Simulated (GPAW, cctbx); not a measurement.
## How far are the atoms of Cu3Te4W from free atoms?

Aim: compute the bonding part of the density of Cu3Te4W, find which reflections carry it, and see how it biases an ordinary refinement.

The start was made by putting kin elements into a known structure type; the compound need not exist, or be stable, in this form. All numbers below are calculated.

## 1. Find the equilibrium geometry

The density hangs on the geometry, so cell and atoms are relaxed first, with the symmetry held. The cutoff is set higher than for the density because stress converges slowly with plane waves.

Settings: GPAW 26.7.0, PBE, 570 eV, 3×3×3 k-points, Fermi–Dirac width 0.1 eV, BFGS to 0.03 eV/Å.

```text
cell
1.0
     6.021000000    0.000000000    0.000000000
     0.000000000    6.021000000    0.000000000
     0.000000000    0.000000000    6.021000000
W Te Cu
1 4 3
Direct
0.000000000 0.000000000 0.000000000
0.261700000 0.261700000 0.261700000
0.261700000 0.738300000 0.738300000
0.738300000 0.261700000 0.738300000
0.738300000 0.738300000 0.261700000
0.500000000 0.000000000 0.000000000
0.000000000 0.500000000 0.000000000
0.000000000 0.000000000 0.500000000
```

```console
$ OMP_NUM_THREADS=1 mpirun -n 4 gpaw python run.py > gpaw.log
```

```text
BFGS:    0      -35.428816        1.053043
BFGS:    1      -35.507178        0.859565
BFGS:    2      -35.650123        0.199441
BFGS:    3      -35.654190        0.088426
...
BFGS:    6      -35.662239        0.085214
BFGS:    7      -35.663326        0.038280
BFGS:    8      -35.663538        0.005652
cell  5.9315 5.9315 5.9315  90.00 90.00 90.00
volume 208.691 A^3, largest force 0.003 eV/A, largest stress 0.03 GPa
```

After 8 steps the volume has changed by -4.4 % and the energy by -0.235 eV; the largest stress left is 0.03 GPa. It took 95 s on 4 cores of Arm Neoverse V1 (shared host), peak memory 1.3 GiB.

Relaxed structure: P-43m (no. 215), a = 5.9315 Å, b = 5.9315 Å, c = 5.9315 Å, α = 90.00°, β = 90.00°, γ = 90.00°.

```csv
atom,mult.,x,y,z
W1,1,0,0,0
Te1,4,0.2572,0.2572,0.2572
Cu1,3,1/2,0,0
```

## 2. The all-electron density

X-rays see the whole electron density, so the PAW density is rebuilt with its core regions. Subtracting spherical free atoms from the same code cancels the cores and leaves the deformation density Δρ, the part due to bonding.

Settings: PBE, 450 eV, 4×4×4 k-points, Fermi–Dirac width 0.1 eV; primitive cell of 8 atoms.

```console
$ OMP_NUM_THREADS=1 mpirun -n 4 gpaw python run.py > gpaw.log
```

```text
|iter:   1|       0s |  -39.457548 | +0.36 |       |
|iter:   2|       1s |  -36.710648 | -1.01 | -0.99 |
|iter:   3|       2s |  -35.631868 | -1.36 | -1.18 |
...
|iter:   9|      10s |  -35.393446c| -4.90 | -3.26 |
|iter:  10|      11s |  -35.393460c| -6.08 | -3.83 |
|iter:  11|      12s |  -35.393457c| -7.46c| -4.43c|
```

```text
grid (60, 60, 60)  electrons 369.000  moved by bonding 1.671 e
deformation density beyond 0.5 A of the nuclei: max 0.126, min -0.229 e/A^3
atom        x       y       z   Voronoi charge  moment
W 1    0.0000  0.0000  0.0000      0.025       0.00
Te2    0.2573  0.2573  0.2573     -0.009       0.00
Te3    0.2573  0.7427  0.7427     -0.009       0.00
Te4    0.7427  0.2573  0.7427     -0.009       0.00
Te5    0.7427  0.7427  0.2573     -0.009       0.00
Cu6    0.5000  0.0000  0.0000      0.004       0.00
Cu7    0.0000  0.5000  0.0000      0.004       0.00
Cu8    0.0000  0.0000  0.5000      0.004       0.00
mean inner potential of superposed free atoms 16.727 V
total magnetic moment 0.000 muB
```

Deformation density in a plane through the shortest contact of the Te atom at the origin, in 0.01 e/Å³ (clipped at ±99); x from -1.6 to 4.2 Å, y from 2.4 down to -2.4 Å:

```text
 -3   .   .   .  -4   0   0   0  -1  -1   0   0   0   0   0   0
  0  -6 -11  -8  -2   1   0   0  -1  -1   0   0   0   0   0   0
  1   0  -1   2   3   2   1   0   0   0   0   0   0   0   0   0
  1   2   4   6   4   1   0   1   1   0   0   0   1   1   0   0
  0   1   2   1  -3  -5  -2   1   2   1  -2  -3  -1   1   1   0
 -1  -1  -1  -3   .  -3  -4   3   4  -3  -7   .  -7  -1   0   0
 -1  -1  -1   .   .   .  -4   5   5  -6   .   .   .  -3   0   0
 -1  -1   1  -1   .  -2  -1   4   4  -3  -8   .  -7  -1   1   0
  0   0   0   1   1  -1  -1   1   2   1  -2  -3   1   3   2   0
  0   0   0   0  -1  -1  -1   0   1   1   2   4   6   4   1   0
  0   0   0   0  -1  -1  -1   0   0   0   1   2   1  -2  -3  -1
  0   0   0   0   0  -1  -1  -1  -1  -1  -1  -2  -4   0  -7  -2
  0   0   0   0   0   0   0   0  -1  -1  -2  -2   .   .   .  -3
```

Atoms in or within 0.15 Å of the plane: Te (0.0, 0.0), Cu (2.6, 0.0) Å. Dots mark points within about 0.45 Å of a nucleus; large values next to them are atomic features.

Hardly any net charge crosses the Voronoi midplanes, which need not mean no transfer: free-atom tails already reach into the neighbours' cells. Along the shortest contact from the Te atom at the map's origin, Te–Cu at 2.59 Å, Δρ is +0.06 e/Å³ at the midpoint: a modest build-up. At the midpoints of other shortest contacts it is +0.11 (W–Te, 2.64 Å) and +0.03 (W–Cu, 2.97 Å) e/Å³. Point values carry grid noise of about 0.01 e/Å³. The run needed 11 iterations, 20 s.

## 3. From the density to structure factors

The Fourier components of Δρ, added to those of the free atoms, give the static X-ray structure factors; the Mott–Bethe relation turns them into the Fourier components V of the potential that fast electrons feel.

```text
static structure factors of the conventional cell: F in electrons, V (Mott-Bethe) in volts
   h  k  l      d  |F| table  |F| free   |F| DFT   change   |V| free  |V| DFT  change %
   0  1  0  5.9315    89.493    89.438    89.627    0.190     3.161    3.014     -4.6
   0  1  1  4.1942    42.373    42.403    42.507    0.103     1.170    1.130     -3.4
   1  1  1  3.4246   180.190   180.292   180.467    0.175     7.087    7.045     -0.6
   0  2  0  2.9657    34.918    35.419    35.821    0.402     2.071    1.993     -3.7
   0  2  1  2.6526    94.960    94.774    94.616   -0.158     2.729    2.754      0.9
   1  2  1  2.4215    41.202    41.279    41.259   -0.020     0.933    0.940      0.7
   0  2  2  2.0971   282.258   281.739   281.035   -0.704     8.263    8.331      0.8
   1  2  2  1.9772    73.419    73.133    72.791   -0.341     1.759    1.789      1.7
   0  3  0  1.9772   101.376   101.103   100.852   -0.251     2.596    2.617      0.8
   0  3  1  1.8757    35.815    35.851    35.912    0.061     0.607    0.603     -0.8
   1  3  1  1.7884   146.873   146.900   146.639   -0.261     4.173    4.195      0.5
   2  2  2  1.7123    27.517    28.092    28.384    0.291     1.052    1.033     -1.8
   0  3  2  1.6451    55.576    55.323    55.116   -0.207     1.157    1.169      1.1
   1  3  2  1.5853    38.273    38.282    38.468    0.186     0.652    0.640     -1.8
```

The largest X-ray change is -0.70 e on 022, 0.2 % of |F|. For electrons V goes as (Z − F)/g², so a change of F counts against Z − F, which is small at low angle and wherever the atoms' terms cancel: |V| of 010 moves by -4.6 % (3.16 to 3.01 V) against +0.2 % in |F|. The last three rows still change by up to 0.29 e; the table stops while the angles are still low. The tabulated Hartree–Fock atoms differ from the free DFT atoms by up to 0.57 e, so the choice of reference atom matters too.

## 4. Which functional?

The same geometry is run with other functionals, to see whether the bonding signal is larger than the spread between approximations. Free atoms are LDA for LDA and PBE otherwise. Any other changed setting is in the row's label.

```csv
run,ΔF 022 (e),ΔF 020 (e),ΔF 122 (e),q(Te) (e),moved (e),time
PBE,-0.704,+0.402,-0.341,-0.009,1.671,20 s
LDA,-0.690,+0.376,-0.334,-0.003,1.622,19 s
RPBE,-0.701,+0.404,-0.337,-0.015,1.698,21 s
```

At the base's settings ΔF(022) spans -0.704 to -0.690 e, a spread of 2 % of the PBE value; over the three listed reflections the spread is at most 7 %, so sign and size hold across the functionals. Times are from shared hosts.

## 5. What a spherical-atom refinement makes of it

Routine crystallography fits spherical atoms. To see the bias, intensities are simulated from tabulated atoms plus the DFT change ΔF, so that bonding alone can misfit (6978 reflections of the full sphere, merged to the counts below, to 0.5 Å, 0.5 % proportional noise plus counting noise, assumed isotropic U as listed, Δρ smeared by the mean U) and refined with cctbx over different ranges.

| range | data | R1 | GooF | U W1 (true 0.005) | U Te1 (true 0.0057) | U Cu1 (true 0.0071) | largest shift (Å) | Δρ max, min (e/Å³) |
| --- | --- | --- | --- | --- | --- | --- | --- | --- |
| all data | 376 | 0.0028 | 1.00 | 0.0050 | 0.0057 | 0.0071 | 0.0000 | 0.20, -0.25 |
| low resolution, d > 0.84 | 90 | 0.0022 | 1.10 | 0.0049 | 0.0056 | 0.0072 | 0.0002 | 0.08, -0.11 |
| high order, d < 0.75 | 250 | 0.0033 | 0.95 | 0.0050 | 0.0057 | 0.0071 | 0.0000 | 0.15, -0.16 |
| occupancies free, d > 0.7 | 148 | 0.0023 | 1.04 | 0.0050 | 0.0057 | 0.0069 | 0.0001 | 0.12, -0.18 |

With all data GooF is 1.00, so at this noise the bonding hardly shows; the top residual peak lies 1.18 Å from W and 1.78 Å from Cu. No U is off by more than 3 s.u. at low resolution. With W1 held at 1 and the scale free, the other occupancies refine to Te1 0.999(0.001) and Cu1 0.994(0.002), on sites that are all full: they absorb part of the misfit, and only ratios to the fixed site mean anything.

## 6. Answer

Bonding moves 1.67 e in the primitive cell of Cu3Te4W and changes the structure factors of the conventional cell in the table above by at most 0.70 e (022, 0.2 %), and among reflections above 2 % of the strongest by up to 1.1 % (020). The shortest bond, Te–Cu, has Δρ = +0.06 e/Å³ at its midpoint. At the base's settings ΔF(022) spans -0.704 to -0.690 e, a spread of 2 % of the PBE value; over the three listed reflections the spread is at most 7 %, so sign and size hold across the functionals. With all data GooF is 1.00, so at this noise the bonding hardly shows. Limits: static density, frozen cores, no spin–orbit coupling.

[Outputs are excerpts: Python notices, other lines and further rows are left out; steps that failed or that the build refused (PBEsol, TPSS) are not shown.]

[Logs are printed without paths, hosts, clocks, repeated set-up lines and the standing remarks that a program may print on its own settings, such as how far it seeks lower states.]
